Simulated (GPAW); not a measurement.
# Near-edge structure at the Zn K edge of zinc-blende (ZnS)₁₋ₓ(ZnSe)ₓ at x = 0.75, part 2 of 3

What does the Zn K edge look like in zinc-blende (ZnS)₁₋ₓ(ZnSe)ₓ at x = 0.75?

GPAW 26.7.0; X-ray absorption from dipole matrix elements to empty bands, plane-wave PAW LDA.

So far. Step 3 (The field without a hole): The mesh shows a gap of 1.12 eV. The excited electron is kept all the same, so that all members of the series, with or without a gap, are treated alike.

## (5) Spectrum with XCH, Zn atom 1

The holes are 7.9 Å apart. In GPAW the data set carries the hole's charge, so charge=0 means a charged cell and charge=-1 a neutral one. The excited electron is kept in the cell, where it fills the lowest empty states and screens the hole. After the field has converged, empty bands are computed with the density fixed and the dipole matrix elements are summed.

The absorber has 1 S at 2.36 Å and 3 Se at 2.45 Å (distorted tetrahedral).

File xas.py:

```python
import numpy as np
from ase import Atoms
from ase.parallel import parprint, paropen
from gpaw import GPAW, PW, FermiDirac, Mixer, MixerDif, setup_paths
from gpaw.test import gen
setup_paths.insert(0, '.')
gen('Zn', name='fch1s', xcname='LDA', corehole=(1, 0, 1), write_xml=True)
from gpaw.mpi import world
world.barrier()

atoms = Atoms('ZnSeZnSZnSeZnSeZnSeZnSeZnSeZnS',
    cell=[[0, 5.6035, 5.6035],
     [5.6035, 0, 5.6035],
     [5.6035, 5.6035, 0]],
    scaled_positions=[[0.0036144, 0.0049257, 0.9895775],
     [0.1251722, 0.1254319, 0.1256143],
     [0.0014388, 0.0025686, 0.5045452],
     [0.1239728, 0.1243299, 0.6252499],
     [0.0008198, 0.5014772, 0.9996523],
     [0.1258446, 0.6261891, 0.1252315],
     [0.9943497, 0.492067, 0.5059168],
     [0.1250765, 0.6244284, 0.6242815],
     [0.5013273, 0.0002597, 0.9996213],
     [0.6253601, 0.1243204, 0.1268906],
     [0.491536, 0.9913568, 0.5082046],
     [0.6236732, 0.1248771, 0.6244508],
     [0.5040518, 0.5024442, 0.9902881],
     [0.6250514, 0.6244969, 0.1262977],
     [0.5034667, 0.5032488, 0.504682],
     [0.6258937, 0.6238218, 0.6258092]],
    pbc=True)
atoms.calc = calc = GPAW(legacy_gpaw=True, mode=PW(400, force_complex_dtype=True), xc='LDA', setups={0: 'fch1s'},
    kpts={'size': (3, 3, 3), 'gamma': True}, occupations=FermiDirac(0.04),
    charge=-1, mixer=Mixer(0.1, 5, 50), maxiter=150,
    convergence={'density': 0.0001, 'eigenstates': 1e-6}, txt='scf.txt')
energy = atoms.get_potential_energy() + calc.get_reference_energy()
ef = calc.get_fermi_level()
out = dict(energy=energy, fermi=ef, forces=atoms.get_forces().tolist())
parprint(f'all-electron energy {energy:.4f} eV, Fermi level {ef:.4f} eV')
ev = np.array([[calc.get_eigenvalues(k, s) for k in range(len(calc.get_ibz_k_points()))] for s in range(calc.get_number_of_spins())])
out['homo'], out['lumo'], out['counts'] = ev[ev < ef].max(), ev[ev > ef].min(), sorted(set((ev < ef).sum((0, 2)).tolist()))
out['filled'] = (ev[:, 0] < ef).sum(1).tolist()

from ase.units import Ha
from gpaw.xas import dipole_matrix_elements
nb = int(calc.get_number_of_electrons() / 2) + 180
top, nb = nb, nb + 8 + nb // 12
nscf = calc.fixed_density(kpts={'size': (4, 4, 4), 'gamma': True}, nbands=nb,
    convergence={'bands': top, 'eigenstates': 5e-3}, maxiter=60, txt='nscf.txt')
cell = atoms.cell.array
ops = [cell.T @ U.T @ np.linalg.inv(cell.T) for U in nscf.wfs.kd.symmetry.op_scc]
filled = [72]  # bands filled in the ground state, by spin
E = np.arange(-6, 30, 0.1)
fwhm = np.interp(E, [4, 25], [1.67, 3.5])
Y, X, zero, highest = 0, 0, 1e9, 1e9
for spin in range(nscf.get_number_of_spins()):
    wfs = nscf.wfs
    mine = wfs.bd.get_slice()  # this rank's bands
    A = dipole_matrix_elements(wfs.setups[0])
    eps = np.zeros((wfs.kd.nibzkpts, nb))
    d = np.zeros((3, A.shape[1], wfs.kd.nibzkpts, nb), complex)
    for kpt in wfs.kpt_u:
        if kpt.s == spin and 0 in kpt.P_ani:
            eps[kpt.k, mine] = kpt.eps_n * Ha
            d[:, :, kpt.k, mine] = (kpt.weight * wfs.nspins / 2) ** 0.5 * np.inner(A, kpt.P_ani[0])
    world.sum(eps)
    world.sum(d)
    T = np.einsum('amkn,bmkn->abkn', d, d.conj()).real
    T = sum(np.einsum('ai,ijkn,bj->abkn', R, T, R) for R in ops) / len(ops)
    empty = np.ones_like(eps, bool) & (np.arange(nb) >= filled[spin])
    zero, highest = min(zero, eps[empty].min()), min(highest, eps[:, top - 1].min())
    lines = [(eps, T, empty)] if spin == 0 else lines + [(eps, T, empty)]
for eps, T, empty in lines:
    f = np.einsum('aakn->akn', T).reshape(3, -1)
    x = eps.ravel() - zero
    w = np.interp(x, E, fwhm) / 2.35482
    g = np.exp(-0.5 * ((E[:, None] - x) / w) ** 2) / (w * (2 * np.pi) ** 0.5)
    Y = Y + (f * empty.ravel()) @ g.T
    X = X + (f * ~empty.ravel()) @ g.T
out.update(E=E.round(2).tolist(), xas=Y.tolist(), xes=X.tolist(), zero=zero, valid=highest - zero, nk=len(eps), nb=nb)
for i in range(0, len(E), 10):
    parprint(f'{E[i]:7.2f}', *(f'{v:10.3e}' for v in Y[:, i]))
import json
with paropen('out.json', 'w') as f:
    json.dump(out, f)
```

Command:

```console
OMP_NUM_THREADS=1 mpirun -n 4 gpaw python xas.py
```

Numbers of over 12 decimals in the logs are rounded to 6 here.

Output:

```text
Input parameters:
  charge: -1
  convergence: {density: 0.0001,
                eigenstates: 1e-06}
  kpts: {gamma: True,
         size: (3, 3, 3)}
  maxiter: 150
  mixer: {backend: pulay,
          beta: 0.1,
          method: separate,
          nmaxold: 5,
          weight: 50}
  mode: {ecut: 400.0,
         force_complex_dtype: True,
         name: pw}
  occupations: {fixmagmom: False,
                name: fermi-dirac,
                width: 0.04}
  setups: {0: fch1s}

Initialize ...

[... PAW data sets ...]

Reference energy: -798375.749218  # eV

Spin-paired calculation

[... convergence settings ...]
Symmetries present (total): 1
  [... symmetry matrices ...]

27 k-points: 3 x 3 x 3 Monkhorst-Pack grid
14 k-points in the irreducible part of the Brillouin zone
       k-points in crystal coordinates                weights
   0:     0.00000000    0.00000000    0.00000000          1/27
   1:     0.00000000    0.00000000    0.33333333          2/27
   2:     0.00000000    0.33333333   -0.33333333          2/27
   3:     0.00000000    0.33333333    0.00000000          2/27
   4:     0.00000000    0.33333333    0.33333333          2/27
   5:     0.33333333   -0.33333333   -0.33333333          2/27
   6:     0.33333333   -0.33333333    0.00000000          2/27
   7:     0.33333333   -0.33333333    0.33333333          2/27
   8:     0.33333333    0.00000000   -0.33333333          2/27
   9:     0.33333333    0.00000000    0.00000000          2/27
          ...
  13:     0.33333333    0.33333333    0.33333333          2/27

Wave functions: Plane wave expansion
  Cutoff energy: 400.000 eV
  Number of coefficients (min, max): 6374, 6405
  Pulay-stress correction: 0.000000 eV/Ang^3 (de/decut=0.000000)
  Using FFTW library
  Wavefunction extrapolation:
    Improved wavefunction reuse through dual PAW basis

Occupation numbers: Fermi-Dirac:
  width: 0.0400  # eV

Eigensolver
   Davidson(niter=2)

Densities:
  Coarse grid: 40*40*40 grid
  Fine grid: 80*80*80 grid
  Total Charge: 0.000000

Density mixing:
  Method: separate
  Backend: pulay
  Linear mixing parameter: 0.1
  old densities: 5
  Width of damping distribution: 1.1
  Damping of long wavelength oscillations: 50

[... Hamiltonian set-up ...]
Number of atoms: 16
Number of atomic orbitals: 104
Number of bands in calculation: 91
Number of valence electrons: 145
Bands to converge: occupied

... initialized

Initializing position-dependent things.

Density initialized from atomic densities
Creating initial wave functions:
  91 bands from LCAO basis set

                      Zn

                        S  Zn
                             Zn
                Se
                    Zn
                  Se  Zn
         Se            Se
                           Zn
              Se

                S
                    Zn
       Se   Zn

Atomic positions and initial magnetic moments

Positions:
   0 Zn     5.572699    5.565351    0.047854    ( 0.0000,  0.0000,  0.0000)
   1 Se     1.406737    1.405282    1.404260    ( 0.0000,  0.0000,  0.0000)
   2 Zn     2.841612    2.835281    0.022455    ( 0.0000,  0.0000,  0.0000)
   3 S      4.200270    4.198269    1.391364    ( 0.0000,  0.0000,  0.0000)
   4 Zn     8.411579    5.606145    2.814621    ( 0.0000,  0.0000,  0.0000)
   5 Se     4.210585    1.406905    4.214021    ( 0.0000,  0.0000,  0.0000)
   6 Zn     5.592202    8.406743    8.329136    ( 0.0000,  0.0000,  0.0000)
[...]
13 Se     4.207078    4.210185    7.001844    ( 0.0000,  0.0000,  0.0000)
  14 Zn     5.647940    5.649161    5.641130    ( 0.0000,  0.0000,  0.0000)
  15 S      7.002307    7.013917    7.002781    ( 0.0000,  0.0000,  0.0000)

Unit cell:
           periodic     x           y           z      points  spacing
  1. axis:    yes    0.000000    5.603500    5.603500    40     0.1618
  2. axis:    yes    5.603500    0.000000    5.603500    40     0.1618
  3. axis:    yes    5.603500    5.603500    0.000000    40     0.1618

  Lengths:   7.924546   7.924546   7.924546
  Angles:   60.000000  60.000000  60.000000

Effective grid spacing dv^(1/3) = 0.1765

iter:   1   -70.775971
iter:   2   -69.355615   -0.29  -1.22
iter:   3   -67.315195   -1.06  -1.30
iter:   4   -67.294701   -1.95  -1.55
iter:   5   -67.212247   -1.89  -1.58
iter:   6   -67.175045   -2.80  -2.22
iter:   7   -67.158080c  -3.04  -2.29
iter:   8   -67.154734c  -3.76  -2.80
iter:   9   -67.153666c  -3.85  -2.95
iter:  10   -67.152993c  -4.90  -3.23
iter:  11   -67.152981c  -5.48  -3.49
iter:  12   -67.152972c  -5.85  -3.46
iter:  13   -67.152944c  -6.16c -3.67
iter:  14   -67.152910c  -6.28c -3.85
iter:  15   -67.152914c  -6.41c -4.10c

Converged after 15 iterations.

Dipole moment: (-25.287559, -25.329028, -27.988358) |e|*Ang

Energy contributions relative to reference atoms: (reference = -798375.749218)

Kinetic:       +101.542880
Potential:      -88.643042
External:        +0.000000
XC:             -79.708388
Entropy (-ST):   -0.016789
Local:           -0.335970
SIC:             +0.000000
--------------------------
Free energy:    -67.161308
Extrapolated:   -67.152914

Showing only first 2 kpts
 Kpt  Band  Eigenvalues  Occupancy
  0    70      3.61025    2.00000
  0    71      3.61270    2.00000
  0    72      4.44162    2.00000
  0    73      5.52058    2.00000

  1    70      3.28205    2.00000
  1    71      3.34196    2.00000
  1    72      5.57644    1.99999
[...]
Fermi level: 6.05318

No gap
No difference between direct/indirect transitions

Forces in eV/Ang:
  0 Zn   -0.04599   -0.02960    0.01575
  1 Se    0.22425    0.22577    0.19863
  2 Zn    0.02640    0.03828   -0.12237
  3 S    -0.21079   -0.20351    0.22528
  4 Zn   -0.00857   -0.16568   -0.00216
  5 Se   -0.19822    0.21814   -0.21513
  6 Zn    0.17713    0.00294   -0.06145
[...]
13 Se   -0.00923   -0.00848   -0.01359
 14 Zn    0.02862    0.02767   -0.00932
 15 S    -0.00755   -0.01695    0.00219
Scalar-relativistic atomic LDA calculation for Zn (Zinc, Z=30)
Core hole in 1s state (1s occupation: 1.0)
600 radial gridpoints.
|------------------------------------------------|
|------------------------------------------------|
[... the atom generator's iteration count ...]

Energy contributions:
-------------------------
Kinetic:    +1455.313461
XC:           -60.592874
Potential:  -2831.921453
-------------------------
Total:      -1437.200866

state      eigenvalue         ekin         rmax
-----------------------------------------------
1s^1.0 :  -362.370562   457.247084        0.033
2s^2.0 :   -45.586324    89.692358        0.186
2p^6.0 :   -40.551796    88.902557        0.147
3s^2.0 :    -5.578362    20.178333        0.572
3p^6.0 :    -3.921210    18.278078        0.568
3d^10.0:    -1.035193    13.091422        0.530
4s^2.0 :    -0.603317     2.163486        1.866
4p^0.0 :    -0.343743     1.345124        2.300
-----------------------------------------------
(units: Bohr and Hartree)

Generating PAW setup
Kinetic energy of the core from tauc = 1332.765430
Cutoffs:
rc(s)=2.430
rc(p)=2.400
rc(d)=2.230
rc(vbar)=2.260
rc(comp)=2.200
rc(nct)=2.430

Kinetic energy of the core states: 1320.072273
Charge: 1.0
Core electrons: 17.0
Valence electrons: 12.0
Pseudo-core charge: 0.063801
Shape function alpha=2.066
Pseudo-electron charge 3.436182
state    eigenvalue         norm
--------------------------------
4s(2) :    -0.603317     1.206269
*s    :     0.396683
4p(0) :    -0.343743     1.021921
*p    :     0.656257
3d(10):    -1.035193     0.095984
*d    :    -0.035193
--------------------------------

Diagonalizing with gridspacing h=0.050

state   all-electron     PAW
-------------------------------
4s:      -0.603317    -0.603615
4p:      -0.343743    -0.343956
3d:      -1.035193    -1.035651
*f:                   -0.018332
-------------------------------
all-electron energy -798442.9021 eV, Fermi level 6.0532 eV
[...]
27.00  1.569e-07  1.570e-07  1.564e-07
  28.00  1.575e-07  1.580e-07  1.567e-07
  29.00  1.548e-07  1.554e-07  1.539e-07
```

The job ended after 4.1 min (4 MPI ranks of AMD EPYC 7R13 (Zen 3), shared host; peak memory 0.84 GiB; 16 min of CPU time).

The Zn K spectrum, Zn atom 1, excited-electron core hole (neutral cell) (energy from the bottom of the conduction band, which holds the excited electron; intensity scaled to a mean of 1 over the first 20 eV):

| E (eV) | intensity |
| --- | --- |
| -2.0 | 0.00 |
| -1.0 | 0.00 |
| 0.0 | 0.02 |
| 1.0 | 0.17 |
| 2.0 | 0.60 |
| 3.0 | 1.07 |
| 4.0 | 1.50 |
| 5.0 | 2.05 |
| 6.0 | 1.59 |
| 7.0 | 0.98 |
| 8.0 | 0.96 |
| 9.0 | 1.03 |
| 10.0 | 0.91 |
| 11.0 | 0.94 |
| 12.0 | 1.13 |
| 13.0 | 1.18 |
| 14.0 | 1.09 |
| 15.0 | 0.96 |
| 16.0 | 0.84 |
| 17.0 | 0.81 |
| 18.0 | 0.85 |
| 19.0 | 0.83 |
| 20.0 | 0.76 |
| 21.0 | 0.75 |
| 22.0 | 0.81 |
| 23.0 | 0.84 |
| 24.0 | 0.84 |
| 25.0 | 0.85 |
| 26.0 | 0.89 |
| 27.0 | 0.92 |
| 28.0 | 0.92 |

Main maxima below 28 eV (height): 5.0 eV (2.05), 8.8 eV (1.03), 12.8 eV (1.19) and 18.4 eV (0.85). A K edge sees empty p states on the absorber.

The total-energy difference is 9673.14 eV. One term is added: -30.82 eV, since the hole is spin-paired here and a spin-polarised one costs that much less in the free atom (computed apart). The photon energy is then 9642.32 eV. The tabulated edge of the element is 9659 eV. The functional leaves an error in such absolute values: in the free atom LDA prices this hole 19.1 eV below PBE (computed apart), and PBE is itself good to a few eV.

## (6) Reference energy of the cell

The absorbing element, whose data set is made anew, changes for the next run, so it gets a reference energy of its own.

File scf.py:

```python
import numpy as np
from ase import Atoms
from ase.parallel import parprint, paropen
from gpaw import GPAW, PW, FermiDirac, Mixer, MixerDif, setup_paths
from gpaw.test import gen
setup_paths.insert(0, '.')
gen('S', name='nch1s', xcname='LDA', corehole=(1, 0, 0), write_xml=True)
from gpaw.mpi import world
world.barrier()

atoms = Atoms('ZnSeZnSZnSeZnSeZnSeZnSeZnSeZnS',
    cell=[[0, 5.6035, 5.6035],
     [5.6035, 0, 5.6035],
     [5.6035, 5.6035, 0]],
    scaled_positions=[[0.0036144, 0.0049257, 0.9895775],
     [0.1251722, 0.1254319, 0.1256143],
     [0.0014388, 0.0025686, 0.5045452],
     [0.1239728, 0.1243299, 0.6252499],
     [0.0008198, 0.5014772, 0.9996523],
     [0.1258446, 0.6261891, 0.1252315],
     [0.9943497, 0.492067, 0.5059168],
     [0.1250765, 0.6244284, 0.6242815],
     [0.5013273, 0.0002597, 0.9996213],
     [0.6253601, 0.1243204, 0.1268906],
     [0.491536, 0.9913568, 0.5082046],
     [0.6236732, 0.1248771, 0.6244508],
     [0.5040518, 0.5024442, 0.9902881],
     [0.6250514, 0.6244969, 0.1262977],
     [0.5034667, 0.5032488, 0.504682],
     [0.6258937, 0.6238218, 0.6258092]],
    pbc=True)
atoms.calc = calc = GPAW(legacy_gpaw=True, mode=PW(400, force_complex_dtype=True), xc='LDA', setups={15: 'nch1s'},
    kpts={'size': (3, 3, 3), 'gamma': True}, occupations=FermiDirac(0.02),
    charge=0, mixer=Mixer(0.1, 5, 50), maxiter=150,
    convergence={'density': 0.0001, 'eigenstates': 1e-6}, txt='scf.txt')
energy = atoms.get_potential_energy() + calc.get_reference_energy()
ef = calc.get_fermi_level()
out = dict(energy=energy, fermi=ef, forces=atoms.get_forces().tolist())
parprint(f'all-electron energy {energy:.4f} eV, Fermi level {ef:.4f} eV')
ev = np.array([[calc.get_eigenvalues(k, s) for k in range(len(calc.get_ibz_k_points()))] for s in range(calc.get_number_of_spins())])
out['homo'], out['lumo'], out['counts'] = ev[ev < ef].max(), ev[ev > ef].min(), sorted(set((ev < ef).sum((0, 2)).tolist()))
out['filled'] = (ev[:, 0] < ef).sum(1).tolist()
import json
with paropen('out.json', 'w') as f:
    json.dump(out, f)
```

Command:

```console
OMP_NUM_THREADS=1 mpirun -n 4 gpaw python scf.py
```

Output:

```text
Input parameters:
  convergence: {density: 0.0001,
                eigenstates: 1e-06}
  kpts: {gamma: True,
         size: (3, 3, 3)}
  maxiter: 150
  mixer: {backend: pulay,
          beta: 0.1,
          method: separate,
          nmaxold: 5,
          weight: 50}
  mode: {ecut: 400.0,
         force_complex_dtype: True,
         name: pw}
  occupations: {fixmagmom: False,
                name: fermi-dirac,
[...]
3s(2) :    -0.634959     1.191395
*s    :     0.365041
3p(4) :    -0.261139     0.997058
*p    :     0.738861
*d    :     0.000000
--------------------------------

Diagonalizing with gridspacing h=0.050

state   all-electron     PAW
-------------------------------
3s:      -0.634959    -0.635587
3p:      -0.261139    -0.261554
*d:                    0.043150
*f:                    0.074695
-------------------------------
all-electron energy -808116.0388 eV, Fermi level 4.1134 eV
[key lines of the parts left out:]
Converged after 14 iterations.
Dipole moment: (-25.285354, -25.350964, -27.769116) |e|*Ang
Free energy:    -60.615404
Fermi level: 4.11335
```

Elapsed: 46 s, on 4 MPI ranks; peak memory 0.38 GiB.

Reference energy: -808116.039 eV with the cores included.

[end of part 2 of 3]

[Banner, clock and machine lines of the logs are left out without a mark of their own.]

[Logs are printed without paths, hosts, clocks, repeated set-up lines and the standing remarks that a program may print on its own settings, such as how far it seeks lower states.]

[Hosts, paths, dates, database ids (printed as entryN), source tags and the programs' standing remarks are cut or masked in the printed files.]

[Lists of maxima count a maximum above −3 eV only where it reaches 4 % of the highest in the window and stands out from its surroundings by 2 % of it (1.5 % where it reaches 55 %); shoulders and weaker maxima are passed over, and of the rest the first, up to two pre-edge ones and the few strongest are named.]
